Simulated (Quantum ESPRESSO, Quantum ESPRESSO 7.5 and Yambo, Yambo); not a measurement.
**How the form of the self-energy moves the gap of LiF (Griceite)**

Wanted: the gap of LiF (Griceite) under several approximations, with cost.

Calculated with Quantum ESPRESSO 7.5 and Yambo 5.3.0; PBE and many-body steps on it, plane waves.

Report form: the programs' logs are mostly left out.

### Step 1. Starting point

The structure is cubic, space group Fm-3m (No. 225). The conventional cell has a = 4.028 Å, b = 4.028 Å, c = 4.028 Å, α = 90.00°, β = 90.00°, γ = 90.00°. Nearest to Li lie 6 F at 2.01 Å. F has 6 Li at 2.01 Å nearest. Farther neighbours and most contacts between anions are not listed.

The cell and positions come from the Crystallography Open Database and are kept as given unless a step says otherwise.

### Step 2. Empty states on the mesh, 8×8×8 mesh, 197 bands

This step: Quantum ESPRESSO 7.5; DFT, PBE, plane waves, norm-conserving pseudopotentials.

The sums over transitions need many empty states on a uniform mesh; this step solves for them.

Contents of pw.in:

```
&control
  calculation = 'nscf'
  prefix = 'x'
  outdir = 'o'
  pseudo_dir = 'pseudo'
/
&system
  ibrav = 0
  nat = 2
  ntyp = 2
  ecutwfc = 72.0
  nbnd = 197
  force_symmorphic = .true.
/
&electrons
  conv_thr = 1e-9
  electron_maxstep = 80
  diago_full_acc = .true.
  diago_thr_init = 5e-6
/
ATOMIC_SPECIES
  Li 6.94 Li.upf
  F 18.998 F.upf
CELL_PARAMETERS angstrom
  0.0000000000 2.0140000000 2.0140000000
  2.0140000000 0.0000000000 2.0140000000
  2.0140000000 2.0140000000 -0.0000000000
ATOMIC_POSITIONS crystal
  Li 0.0000000000 0.0000000000 0.0000000000
  F 0.5000000000 0.5000000000 0.5000000000
K_POINTS automatic
  8 8 8 0 0 0
```

Run with:

```bash
> OMP_NUM_THREADS=1 mpirun -n 4 pw.x -nk 4 -in pw.in > pw.out
```

It took 20 s on 4 MPI ranks of Arm Neoverse V1, shared host; peak memory 0.27 GiB; 80 s of CPU time.

Numbers from this step:

| Quantity | Value |
| --- | --- |
| gap | 9.115 eV |
| k of the valence top | 0, 0, 0 |
| k of the conduction bottom | 0, 0, 0 |
| least direct gap | 9.115 eV |
| k points computed | 29 |
| lowest point of the top converged band, above the valence top | 283.5368 eV |

On this mesh the gap is 9.115 eV.

The density comes from a self-consistent run that is not shown.

### Step 3. Conversion and set-up

This step: Yambo 5.3.0; conversion and set-up on PBE, plane waves, norm-conserving pseudopotentials.

The states are converted to the many-body program's format and the q mesh is built.

Run with:

```bash
> (cd o/x.save; p2y > p2y.log; mv SAVE ../..); yambo > setup.log
```

Run time: 2.1 s. Hardware: 1 MPI rank; peak memory 0.24 GiB.

### Step 4. G0W0, Godby-Needs plasmon pole

G0W0 replaces the xc potential by the self-energy, built once from these orbitals. Only a window of levels is corrected, while the sums run over the empty bands that the input names.

This step: G0W0 on PBE, plane waves, norm-conserving pseudopotentials.

Contents of gw2.in:

```
HF_and_locXC
gw0
dyson
ppa
em1d
rim_cut
RandQpts= 1000000
RandGvec= 1 RL
EXXRLvcs= 72 Ry
VXCRLvcs= 288 Ry
Chimod= "HARTREE"
% BndsRnXp
 1 | 83 |
%
NGsBlkXp= 17 Ry
% LongDrXp
 1 | 1 | 1 |
%
% GbndRnge
 1 | 83 |
%
DysSolver= "n"
ExtendOut
PPAPntXp= 27.21138 eV
% QPkrange
 1 | 1 | 4 | 7 |
%
```

Run with:

```bash
> OMP_NUM_THREADS=1 mpirun -n 4 yambo -F gw2.in -J gw2 -C gw2 > gw2.log
```

Wall time 5.2 min (4 MPI ranks); peak memory 1.4 GiB; 21 min of CPU time.

This step gave:

```
G0W0 gap on the points computed              : 13.34 eV
starting gap on the mesh                     : 9.115 eV
k of the valence top                         : 0, 0, 0
k of the conduction bottom                   : 0, 0, 0
least direct G0W0 gap on the computed points : 13.34 eV
Z at the valence top                         : 0.8261
Z at the conduction bottom                   : 0.8904
```

The gap on the mesh goes from 9.11 eV to 13.34 eV, a correction of +4.22 eV.

### Step 5. One-shot COHSEX

This step: one-shot COHSEX on PBE, plane waves, norm-conserving pseudopotentials.

Contents of gw4.in:

```
HF_and_locXC
gw0
dyson
cohsex
em1s
rim_cut
RandQpts= 1000000
RandGvec= 1 RL
EXXRLvcs= 72 Ry
VXCRLvcs= 288 Ry
Chimod= "HARTREE"
% BndsRnXs
 1 | 83 |
%
NGsBlkXs= 17 Ry
% LongDrXs
 1 | 1 | 1 |
%
% GbndRnge
 1 | 83 |
%
DysSolver= "n"
ExtendOut
% QPkrange
 1 | 1 | 4 | 7 |
%
```

Run with:

```bash
> OMP_NUM_THREADS=1 mpirun -n 4 yambo -F gw4.in -J gw4 -C gw4 > gw4.log
```

Wall time 4.4 min (4 MPI ranks); peak memory 1.4 GiB; 18 min of CPU time.

Numbers from this step:

```yaml
quasiparticle_gap_on_the_points_computed: 15.94 eV
starting_gap_on_the_mesh: 9.115 eV
k_of_the_valence_top: 0, 0, 0
k_of_the_conduction_bottom: 0, 0, 0
least_direct_quasiparticle_gap_on_the_computed_points: 15.94 eV
z_at_the_valence_top: 1
z_at_the_conduction_bottom: 1
```

Against G0W0 in Yambo (8×8×8 mesh, 83 bands, screening to 231.3 eV, Godby-Needs plasmon pole), the gap moves by +2.604 eV.

### Step 6. One-shot Hartree-Fock

This step: one-shot Hartree-Fock on PBE, plane waves, norm-conserving pseudopotentials.

Contents of gw5.in:

```
HF_and_locXC
rim_cut
RandQpts= 1000000
RandGvec= 1 RL
EXXRLvcs= 72 Ry
VXCRLvcs= 288 Ry
% QPkrange
 1 | 1 | 4 | 7 |
%
```

Run with:

```bash
> OMP_NUM_THREADS=1 mpirun -n 4 yambo -F gw5.in -J gw5 -C gw5 > gw5.log
```

The job ended after 4.5 s (4 MPI ranks; peak memory 1.2 GiB; 18 s of CPU time).

Numbers from this step:

```
quasiparticle gap on the mesh                         : 21.59 eV
starting gap on the mesh                              : 9.115 eV
k of the valence top                                  : 0, 0, 0
k of the conduction bottom                            : 0, 0, 0
least direct quasiparticle gap on the computed points : 21.59 eV
```

Against G0W0 in Yambo (8×8×8 mesh, 83 bands, screening to 231.3 eV, Godby-Needs plasmon pole), the gap moves by +8.256 eV.

### Step 7. Side by side

Times are wall times on 4 MPI ranks of Arm Neoverse V1, shared host, good to a factor of about two.

```csv
run,mesh,bands,screening cutoff (eV),DFT gap (eV),gap on the mesh (eV),direct (eV),time
"G0W0, Godby-Needs plasmon pole",8×8×8,83,231.3,9.115,13.338,13.338,5.2 min
one-shot COHSEX,8×8×8,83,231.3,9.115,15.942,15.942,4.4 min
one-shot Hartree-Fock,8×8×8,-,-,9.115,21.594,21.594,4.5 s
```

### Step 8. What came out

| Item | Value |
| --- | --- |
| G0W0, Godby-Needs plasmon pole | 13.338 eV |
| one-shot COHSEX | 15.942 eV |
| one-shot Hartree-Fock | 21.594 eV |
| known limits | not at the basis limit |

One-shot COHSEX: +2.604 eV against G0W0, Godby-Needs plasmon pole. One-shot Hartree-Fock: +8.256 eV against G0W0, Godby-Needs plasmon pole. Bare exchange alone opens the gap to 21.59 eV; against G0W0, correlation takes back 8.26 eV. Static COHSEX lies above G0W0: it lacks the factor Z and overstates the Coulomb hole of the filled states. Bands and cutoff are finite, so the gap is not at the basis limit. The miss can reach some tenths of an eV and take either sign; the mesh is an error of its own.

[Paths, hosts, dates, memory and timing lines, banners, echoed tables and standing remarks are left out of the program output.]

[Logs are printed without paths, hosts, clocks, repeated set-up lines and the standing remarks that a program may print on its own settings, such as how far it seeks lower states.]

[Runs of the session that timed out or met a known fault of the program may be left out.]

[Hosts, paths, dates, database ids (printed as entryN), source tags and the programs' standing remarks are cut or masked in the printed files.]
